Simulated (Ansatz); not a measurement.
# F-AlN-H chair monolayer in a perpendicular field

Aim: how the F-AlN-H chair monolayer screens a field along its normal, and what the field does to its bands. A positive field points along +c.

Calculated with Ansatz 0.2.0; plane-wave DFT, PBE-D3(BJ), Ansatz PAW (set soft_1); PAW set soft_1.

## Step 1: The structure

The cell holds 4 atoms: 1 H, 1 N, 1 Al and 1 F. Its edges and angles: a = 3.168 Å, b = 3.168 Å, c = 37.840 Å, α = 90.0°, β = 90.0°, γ = 120.0°. Vacuum lies along c.

## Step 2: Relaxation

The starting cell is a guess, so the in-plane lattice and the atoms are relaxed first, with the slab cut off from its images along the normal.

Contents of input.yaml:

```yaml
crystal:
  lattice:
    - [3.168, 0.0, 0.0]
    - [-1.584, 2.7435684792, 0.0]
    - [0.0, 0.0, 37.8400000001]
  atoms:
    - { symbol: H, position: [0.6666666667, 0.3333333333, 0.4545454545] }
    - { symbol: "N", position: [0.6666666667, 0.3333333333, 0.4815010571] }
    - { symbol: Al, position: [0.3333333333, 0.6666666667, 0.4984143763] }
    - { symbol: F, position: [0.3333333333, 0.6666666667, 0.5454545455] }
  periodic: [true, true, false]
kpoints:
  mp_grid: { grid: [12, 12, 1] }
hamiltonian:
  xc: pbe
  dispersion: d3bj
  pseudopotentials: { kind: paw, azcp: { folder: soft_1 } }
scf:
  occupations: { method: fermi_dirac, width: 0.05 }
  convergence: { dr2_threshold: 1.0e-09 }
relax:
  f_tol: 0.004
  max_steps: 90
  cell: {}
output:
  write_potential: true
  write_density: true
  volumetric_format: npy
```

Launch:

```sh
> ansatz run input.yaml --threads 2 --pin off --max-ram 3072MiB --backend cpu --events-out ev --progress --plain --runs-dir out
```

Numbers of over 12 decimals in the logs are rounded to 6 here.

Log:

```text
Warning: relax.cell: scf.convergence.dr2_threshold = 1e-9 eV is looser than the 2.21442743652e-10 eV advised for a relaxation that steers and ends on the stress (1e-10 eV for each atom of the cell: 4, times the square of relax.cell.stress_2d_tol = 0.05 N/m over 13.4 Å (the atoms' height at the walk's start and 5 Å past either face), 3.720e-2 GPa, over a crystal's default 0.05). What an SCF threshold leaves in a stress goes as its square root, and in the free energy as the threshold itself, and one threshold admits the most on a small cell: [figures from the program's tests cut] Set scf.convergence.dr2_threshold to 2.21442743652e-10 eV or tighter. [rest of the remark cut]
Engine: ansatz 0.2.0, x86_64-unknown-linux-gnu
Pseudopotentials: kind: paw
Pseudopotential: H, paw, valence charge 1, recommended cutoff 420 eV (normal), soft_1/H.paw.azcp
Pseudopotential: N, paw, valence charge 5, recommended cutoff 420 eV (normal), soft_1/N.paw.azcp
Pseudopotential: Al, paw, valence charge 3, recommended cutoff 420 eV (normal), soft_1/Al.paw.azcp
Pseudopotential: F, paw, valence charge 7, recommended cutoff 420 eV (normal), soft_1/F.paw.azcp
Functional definition: PBE
  parameter kappa = 0.804
  parameter beta = 0.066725
  exchange = pbe_x(kappa = kappa, mu = beta*pi^2/3)
  correlation = pbe_c(beta = beta)
Crystal: 4 atoms, lattice volume = 328.891 Å³
Basis set: ecut = 420 eV, 6367 PW (Γ), exchange–correlation on 48×48×512 points (8 copies of the dense FFT grid, shifted against one another)
Bands: 12, of which v1, the nominal top of the filled ones, is band 8 counted from 1 (7 counted from 0)
Symmetry: 6 space group operations
Space group: P3m1 (ITA 156), of the structure as read, at distance tolerance 6.9e-5 Å
k-points: 19 of 144 (time reversal used)
Non-local potential: H, projectors of the file, l = 0: 2, l = 1: 1
Non-local potential: N, projectors of the file, l = 0: 2, l = 1: 2, l = 2: 1
Non-local potential: Al, projectors of the file, l = 0: 2, l = 1: 2, l = 2: 1
Non-local potential: F, projectors of the file, l = 0: 2, l = 1: 2, l = 2: 1
PAW form: soft (Blöchl's): semilocal exchange-correlation on the pseudo side does not see the compensation charge
PAW one-centre angular grid: H, 110 points (default); XC on 64 Gauss nodes
PAW one-centre angular grid: N, 110 points (default); XC on 64 Gauss nodes
PAW one-centre angular grid: Al, 110 points (default); XC on 64 Gauss nodes
PAW one-centre angular grid: F, 110 points (default); XC on 64 Gauss nodes
Initial density: superposition of atomic densities (neutral atoms: chi_scale 0, normalization atom)
Initial wavefunctions: pseudopotential atomic-orbital guess
Functional: x = pbe(κ = 0.804, μ = 0.219515), c = pbe(β = 0.066725)
SCF iter   1: F=—  HF=-1752.980086 eV  |F-HF|=—  |Δ(HF+E_count)|=         —  Δρ=5.34e-2  dr2=1.22e1  ethr=3.10e-3  ⟨swp⟩=12.1  Hψ=2331  notcnv=0
preconditioner: auto → Resta (q_TF=auto, 1.648 Å⁻¹)  ε∞=1.3  [insulator: Δε(μ)=7.055 eV  Ē_g=14.348 eV  σ=0.050 eV  W_gap=1.00  n_scr=18 (ndim 8)  ℏωp=7.7 eV  f_vac=0.819  D(μ)=0.00/eV (n_scr^D=0)  ε∞_Penn≈1.3  vacuum switching on, ρ_ref=1.5e-2 e/Å³]
SCF iter   2: F=—  HF=-1749.805403 eV  |F-HF|=—  |Δ(HF+E_count)|=    3.17e0  Δρ=3.45e-2  dr2=2.31e0  ethr=3.10e-3  ⟨swp⟩=7.3  Hψ=1066  notcnv=0  defer=1
SCF iter   3: F=—  HF=-1749.323683 eV  |F-HF|=—  |Δ(HF+E_count)|=   4.82e-1  Δρ=1.06e-2  dr2=3.69e-1  ethr=3.10e-3  ⟨swp⟩=4.5  Hψ=733  notcnv=0
SCF iter   4: F=—  HF=-1749.268479 eV  |F-HF|=—  |Δ(HF+E_count)|=   5.52e-2  Δρ=7.34e-3  dr2=1.47e-1  ethr=2.31e-3  ⟨swp⟩=5.2  Hψ=670  notcnv=0  defer=2
SCF iter   5: F=—  HF=-1749.240461 eV  |F-HF|=—  |Δ(HF+E_count)|=   2.80e-2  Δρ=1.29e-3  dr2=1.29e-2  ethr=9.16e-4  ⟨swp⟩=4.7  Hψ=598  notcnv=0  defer=5
SCF iter   6: F=—  HF=-1749.238281 eV  |F-HF|=—  |Δ(HF+E_count)|=   2.18e-3  Δρ=5.15e-4  dr2=1.21e-3  ethr=8.08e-5  ⟨swp⟩=4.4  Hψ=531  notcnv=0  defer=1
SCF iter   7: F=—  HF=-1749.238308 eV  |F-HF|=—  |Δ(HF+E_count)|=   2.72e-5  Δρ=2.79e-4  dr2=7.48e-4  ethr=7.59e-6  ⟨swp⟩=4.5  Hψ=572  notcnv=0  defer=3
SCF iter   8: F=—  HF=-1749.238165 eV  |F-HF|=—  |Δ(HF+E_count)|=   1.43e-4  Δρ=1.30e-4  dr2=1.50e-4  ethr=4.68e-6  ⟨swp⟩=1.8  Hψ=388  notcnv=0  defer=1
SCF iter   9: F=—  HF=-1749.238136 eV  |F-HF|=—  |Δ(HF+E_count)|=   2.92e-5  Δρ=3.19e-5  dr2=7.21e-6  ethr=9.40e-7  ⟨swp⟩=2.8  Hψ=396  notcnv=0
SCF iter  10: F=—  HF=-1749.238334 eV  |F-HF|=—  |Δ(HF+E_count)|=   1.98e-4  Δρ=6.42e-6  dr2=2.62e-7  ethr=4.50e-8  ⟨swp⟩=3.1  Hψ=459  notcnv=0
SCF iter  11: F=—  HF=-1749.238338 eV  |F-HF|=—  |Δ(HF+E_count)|=   3.70e-6  Δρ=1.12e-6  dr2=3.84e-9  ethr=1.63e-9  ⟨swp⟩=2.9  Hψ=374  notcnv=0
SCF iter  12: F=-1749.238338 eV  HF=-1749.238338 eV  |F-HF|=4.41e-11  |Δ(HF+E_count)|=   1.08e-9  Δρ=2.82e-7  dr2=2.05e-10  ethr=6.25e-12  ⟨swp⟩=11.2  Hψ=1653  notcnv=0
SCF 1 converged in 12 iterations: F = -1749.238338 eV  dr2 = 2.05e-10
  greatest PAW one-centre occupation: 0.931 electrons in one spin orbital (limit 2), on the F atom at site 3 (counted from 0), in its partial waves of l = 0
relax step   1: F+E_penalty+E_count = -1749.23833788 eV  Δ(F+E_penalty+E_count) = +0.000e0 eV  max|allowed force component| = 3.578e0 eV/Å  Δτ_max = 0.0000 Å  P = -0.347 N/m  Ω = 328.891 Å³  fix = [c, alpha, beta]  reactions: c -0.000 N/m  (12 SCF iters, accepted)
Crystal: 4 atoms, lattice volume = 326.596 Å³
Basis set: ecut = 420 eV, 6283 PW (Γ), exchange–correlation on 48×48×512 points (8 copies of the dense FFT grid, shifted against one another)
Initial density: handed on by an earlier stage of this run
Initial wavefunctions: those handed on with the density
iter 1 solved again at ethr=1.61e-4 eV; its pass at ethr=3.10e-3 eV (dr2=2.57e-2 eV) is discarded
SCF iter   1: F=—  HF=-1749.448206 eV  |F-HF|=—  |Δ(HF+E_count)|=         —  Δρ=2.87e-3  dr2=2.66e-2  ethr=1.61e-4  ⟨swp⟩=2.1  Hψ=1866  notcnv=0
preconditioner: auto → Resta (q_TF=auto, 1.650 Å⁻¹)  ε∞=1.5  [insulator: Δε(μ)=2.145 eV  Ē_g=12.000 eV  σ=0.050 eV  W_gap=1.00  n_scr=18 (ndim 8)  ℏωp=8.2 eV  f_vac=0.837  D(μ)=0.00/eV (n_scr^D=0)  ε∞_Penn≈1.5  vacuum switching on, ρ_ref=1.0e-2 e/Å³]
SCF iter   2: F=—  HF=-1749.438219 eV  |F-HF|=—  |Δ(HF+E_count)|=   9.99e-3  Δρ=1.24e-3  dr2=2.55e-3  ethr=1.61e-4  ⟨swp⟩=2.6  Hψ=416  notcnv=0
SCF iter   3: F=—  HF=-1749.437940 eV  |F-HF|=—  |Δ(HF+E_count)|=   2.79e-4  Δρ=5.43e-4  dr2=6.95e-4  ethr=1.59e-5  ⟨swp⟩=2.4  Hψ=548  notcnv=0
SCF iter   4: F=—  HF=-1749.437828 eV  |F-HF|=—  |Δ(HF+E_count)|=   1.12e-4  Δρ=2.08e-4  dr2=9.32e-5  ethr=4.34e-6  ⟨swp⟩=2.7  Hψ=405  notcnv=0
[...]
SCF iter   4: F=—  HF=-1749.496058 eV  |F-HF|=—  |Δ(HF+E_count)|=   4.50e-4  Δρ=2.84e-4  dr2=9.14e-5  ethr=1.38e-5  ⟨swp⟩=3.0  Hψ=561  notcnv=0
SCF iter   5: F=—  HF=-1749.496330 eV  |F-HF|=—  |Δ(HF+E_count)|=   2.72e-4  Δρ=1.06e-4  dr2=3.16e-5  ethr=5.71e-7  ⟨swp⟩=2.9  Hψ=436  notcnv=0
SCF iter   6: F=—  HF=-1749.496324 eV  |F-HF|=—  |Δ(HF+E_count)|=   6.50e-6  Δρ=1.46e-5  dr2=3.71e-7  ethr=1.98e-7  ⟨swp⟩=3.0  Hψ=430  notcnv=0
SCF iter   7: F=—  HF=-1749.496329 eV  |F-HF|=—  |Δ(HF+E_count)|=   5.11e-6  Δρ=4.08e-6  dr2=3.42e-8  ethr=2.32e-9  ⟨swp⟩=3.2  Hψ=489  notcnv=0
SCF iter   8: F=—  HF=-1749.496329 eV  |F-HF|=—  |Δ(HF+E_count)|=   5.06e-8  Δρ=8.18e-7  dr2=2.76e-9  ethr=2.13e-10  ⟨swp⟩=2.7  Hψ=435  notcnv=0
SCF iter   9: F=-1749.496329 eV  HF=-1749.496329 eV  |F-HF|=5.23e-11  |Δ(HF+E_count)|=   1.07e-9  Δρ=2.43e-7  dr2=2.14e-10  ethr=6.25e-12  ⟨swp⟩=10.5  Hψ=1583  notcnv=0
SCF 3 converged in 9 iterations: F = -1749.496329 eV  dr2 = 2.14e-10
  greatest PAW one-centre occupation: 0.932 electrons in one spin orbital (limit 2), on the F atom at site 3 (counted from 0), in its partial waves of l = 0
relax step   3: F+E_penalty+E_count = -1749.49632878 eV  Δ(F+E_penalty+E_count) = -5.826e-2 eV  max|allowed force component| = 1.327e0 eV/Å  Δτ_max = 0.0846 Å  P = -0.102 N/m  Ω = 325.614 Å³  energy of the carried Pulay correction = +9.713e-4 eV  fix = [c, alpha, beta]  reactions: c -0.000 N/m  (9 SCF iters, accepted)
[...]
relax step   4: F+E_penalty+E_count = -1749.52011695 eV  Δ(F+E_penalty+E_count) = -2.379e-2 eV  max|allowed force component| = 6.679e-2 eV/Å  Δτ_max = 0.0293 Å  P = -0.004 N/m  Ω = 325.214 Å³  energy of the carried Pulay correction = +1.091e-3 eV  fix = [c, alpha, beta]  reactions: c -0.000 N/m  (8 SCF iters, accepted)
[...]
relax step   5: F+E_penalty+E_count = -1749.52005396 eV  Δ(F+E_penalty+E_count) = +6.298e-5 eV  max|allowed force component| = 1.097e-1 eV/Å  Δτ_max = 0.0018 Å  P = -0.047 N/m  Ω = 325.192 Å³  energy of the carried Pulay correction = +1.097e-3 eV  fix = [c, alpha, beta]  (6 SCF iters, rejected (line search))
[...]
relax step   6: F+E_penalty+E_count = -1749.52017046 eV  Δ(F+E_penalty+E_count) = -5.351e-5 eV  max|allowed force component| = 5.929e-3 eV/Å  Δτ_max = 0.0009 Å  P = -0.015 N/m  Ω = 325.198 Å³  energy of the carried Pulay correction = +1.095e-3 eV  fix = [c, alpha, beta]  reactions: c -0.000 N/m  (7 SCF iters, accepted)
[...]
relax step   7: F+E_penalty+E_count = -1749.52018700 eV  Δ(F+E_penalty+E_count) = -1.654e-5 eV  max|allowed force component| = 2.135e-4 eV/Å  Δτ_max = 0.0001 Å  P = -0.006 N/m  Ω = 325.148 Å³  energy of the carried Pulay correction = +1.110e-3 eV  fix = [c, alpha, beta]  reactions: c -0.000 N/m  (5 SCF iters, accepted)
Initial wavefunctions: pseudopotential atomic-orbital guess (no wavefunctions were taken with the density)
iter 1 solved again at ethr=2.14e-7 eV; its pass at ethr=3.10e-3 eV (dr2=3.43e-5 eV) is discarded
SCF iter   1: F=—  HF=-1749.518938 eV  |F-HF|=—  |Δ(HF+E_count)|=         —  Δρ=2.80e-5  dr2=4.04e-7  ethr=2.14e-7  ⟨swp⟩=5.7  Hψ=3169  notcnv=0
preconditioner: auto → Resta (q_TF=auto, 1.652 Å⁻¹)  ε∞=1.4  [insulator: Δε(μ)=3.044 eV  Ē_g=12.520 eV  σ=0.050 eV  W_gap=1.00  n_scr=18 (ndim 8)  ℏωp=8.2 eV  f_vac=0.839  D(μ)=0.00/eV (n_scr^D=0)  ε∞_Penn≈1.4  vacuum switching on, ρ_ref=1.1e-2 e/Å³]
SCF iter   2: F=—  HF=-1749.519230 eV  |F-HF|=—  |Δ(HF+E_count)|=   2.91e-4  Δρ=1.34e-5  dr2=2.50e-7  ethr=2.53e-9  ⟨swp⟩=3.0  Hψ=469  notcnv=0
SCF iter   3: F=—  HF=-1749.519230 eV  |F-HF|=—  |Δ(HF+E_count)|=   5.61e-8  Δρ=7.86e-6  dr2=3.19e-8  ethr=1.56e-9  ⟨swp⟩=2.2  Hψ=383  notcnv=0
SCF iter   4: F=—  HF=-1749.519230 eV  |F-HF|=—  |Δ(HF+E_count)|=   4.15e-8  Δρ=3.37e-6  dr2=6.31e-9  ethr=1.99e-10  ⟨swp⟩=3.1  Hψ=483  notcnv=0
SCF iter   5: F=-1749.519230 eV  HF=-1749.519230 eV  |F-HF|=1.54e-10  |Δ(HF+E_count)|=   8.85e-9  Δρ=9.90e-7  dr2=9.67e-10  ethr=6.25e-12  ⟨swp⟩=12.4  Hψ=2210  notcnv=0
SCF 8 converged in 5 iterations: F = -1749.519230 eV  dr2 = 9.67e-10
relax step   8: F+E_penalty+E_count = -1749.51922968 eV  Δ(F+E_penalty+E_count) = +9.573e-4 eV  max|allowed force component| = 4.952e-4 eV/Å  Δτ_max = 0.0000 Å  P = -0.042 N/m  Ω = 325.148 Å³  fix = [c, alpha, beta]  reactions: c -0.000 N/m  stress off target by 4.21e-2 N/m on what of the cell is left free  SCF on the basis re-selected at this cell (its energy is not comparable with the rows above)  (5 SCF iters)
basis re-selected at this cell: Δ(F+E_penalty+E_count) = +9.573e-4 eV, ΔP = -0.036 N/m vs the last step (what re-selecting the basis moved, of the pressure what is left beyond the Pulay correction that the steps carried, after the strain that the cell walked since its last selection, with what the two solves' SCF thresholds leave and, on support functions, any second-order correction that the steps lacked; it is no m [...]
WARN: The input density's exchange-correlation potential varies sharply where the density is thin. Do not read a vacuum level from v_tot or v_xc, or from such a field of the output density. On a cell that repeats whose density bears no net charge and no dipole along the vacuum's axis use v_es (v_loc + v_h of the components); under efield.dipole_correction with no amplitude use v_es + v_field, which holds any external [...]
SCF converged after 5 iterations
Free energy (F): -1749.519230 eV
Harris-Foulkes:  -1749.519230 eV  (|F-HF|=1.54e-10)
Internal energy: -1749.519230 eV  (E = F + TS)
E sigma→0 (E₀):  -1749.519230 eV
Fermi energy:    -6.147891 eV
--- Per-component energies (eV) ---
  E_band       = -216.406694
  E_kinetic    = 366.581066
  E_local      = -22657.335352  (includes V_loc(G=0)·N_el)
  E_nonlocal   = 132.131113
  E_hartree    = 11127.808332
  E_xc         = -183.789332
  E_vxc        = -215.552386  (∫ρ·V_xc dr)
  E_paw        = -803.506078  (= ΣΔE_a)
  E_vpaw       = -97.848494  (= ΣTr[D̂ρ^β])
  E_aug_tail   = 0.000568  (compensation charges beyond the density's cutoff)
  E_ewald      = 10268.907976
  E_disp       = -0.317523  (pairwise vdW)
  E_smearing   = -0.000000  (= −TS)
  E_closure    = -0.000000  (closes the sum)
  Σ components = -1749.519230   (vs F -1749.519230, Δ=0.00e0)
--- Forces (eV/Å), atoms counted from 1 ---
  atom   1  H     -0.00000000    -0.00000000    -0.00001292
  atom   2  N      0.00000000     0.00000000     0.00044304
  atom   3  Al    -0.00000000    -0.00000000     0.00010613
  atom   4  F      0.00000000     0.00000000    -0.00048156
  max |Σ_I F_I| component: 5.47e-5 eV/Å
--- 2D stress c σ (N/m, compression-positive) ---
       -0.042110      -0.000000      -0.000000
       -0.000000      -0.042110      -0.000000
       -0.000000      -0.000000      -0.000000
  P = ½ c Tr σ = -0.0421 N/m
--- Band table (eV; the first three rows and the last of 19) ---
  k-point 0: bands = [... 4 lower, -8.2102, -8.2102, -7.7380, -7.7380, -4.6938 (-4.6938°), -3.5275, -3.0100, -2.2780]
  k-point 1: bands = [... 4 lower, -8.5185, -8.2816, -7.8547, -7.7442, -4.5181 (-4.5181°), -3.3826, -2.8517, -2.0917]
  k-point 2: bands = [... 4 lower, -9.0855, -8.4608, -8.0976, -7.7700, -4.0752 (-4.0752°), -2.9568, -2.4101, -1.6092]
  k-point 18: bands = [... 4 lower, -11.0942, -9.1700, -8.5494, -8.4735, 0.5515, 0.5750, 0.6282, 1.6531]
  ° read free of the cell's end (the report's vacuum.weakly_bound_levels)
--- Relaxed structure (7 steps of the walk, 6 accepted, 1 SCFs on fresh bases) ---
  F+E_penalty+E_count = -1749.51922968 eV   max|allowed force component| = 4.952e-4 eV/Å   (the final SCF, on the basis selected at the relaxed cell)
  cell:  # Å, volume = 325.1476 Å³
    - [3.149919, 0.0, 0]
    - [-1.574960, 2.727910, 0]
    - [0, 0, 37.8400000001]
  atoms:
    - { symbol: H, position: [0.666667, 0.333333, 0.455091] }
    - { symbol: N, position: [0.666667, 0.333333, 0.482234] }
    - { symbol: Al, position: [0.333333, 0.666667, 0.499706] }
    - { symbol: F, position: [0.333333, 0.666667, 0.542884] }
```

It took 39 s on 2 threads of Intel Xeon Platinum 8375C at 2.90GHz (Ice Lake), shared host; peak memory 0.56 GiB; 75 s of CPU time.

Relaxation path:

```csv
step,energy less that of the first step (eV),largest force component (eV/Å),volume (Å³)
1,0.0000,3.5780,328.89
2,-0.1997,2.0384,326.60
3,-0.2580,1.3274,325.61
4,-0.2818,0.0668,325.21
5,-0.2817,0.1097,325.19
6,-0.2818,0.0059,325.20
7,-0.2818,0.0002,325.15
8*,-0.2809,0.0005,325.15
```

Relaxation steps marked * repeat the geometry before them on a plane-wave basis chosen anew for their cell, so energy and pressure can jump there. Relaxation step 5 was tried and not accepted.

Forces are held to the 6 operations that the run works with; a distortion that breaks them can't arise in this run.

```csv
cell as run,before,after,change
a (Å),3.168,3.150,-0.6 %
b (Å),3.168,3.150,-0.6 %
```

The atoms that moved most (Å, along periodic axes as changes of fractional coordinates times the final cell, across vacuum about the mean position):

```csv
atom,dx,dy,dz,length
F4,0.000,0.000,-0.097,0.097
Al3,0.000,0.000,0.049,0.049
N2,0.000,0.000,0.028,0.028
H1,0.000,0.000,0.021,0.021
```

The relaxed structure:

```cif
data_structure
_symmetry_space_group_name_H-M 'P 1'
_symmetry_Int_Tables_number 1
_cell_length_a 3.1499
_cell_length_b 3.1499
_cell_length_c 37.8400
_cell_angle_alpha 90.000
_cell_angle_beta 90.000
_cell_angle_gamma 120.000
_cell_volume 325.15
loop_
_atom_site_label
_atom_site_type_symbol
_atom_site_fract_x
_atom_site_fract_y
_atom_site_fract_z
_atom_site_occupancy
H1 H 0.66667 0.33333 0.45509 1
N2 N 0.66667 0.33333 0.48223 1
Al3 Al 0.33333 0.66667 0.49971 1
F4 F 0.33333 0.66667 0.54288 1
```

Numbers from this step:

* gap on the k-mesh: 3.044 eV

The lattice constant a goes from 3.168 to 3.150 Å.

(Continued in part 2 of 2.)

[Logs are printed without paths, hosts, clocks, repeated set-up lines and the standing remarks that a program may print on its own settings, such as how far it seeks lower states.]

[Hosts, paths, dates, database ids (printed as entryN), source tags and the programs' standing remarks are cut or masked in the printed files.]

[Maps of the electrostatic potential energy from Ansatz leave out the sawtooth potential of an applied field or a dipole correction, so their vacuum need not be flat; planar profiles and work functions include it.]
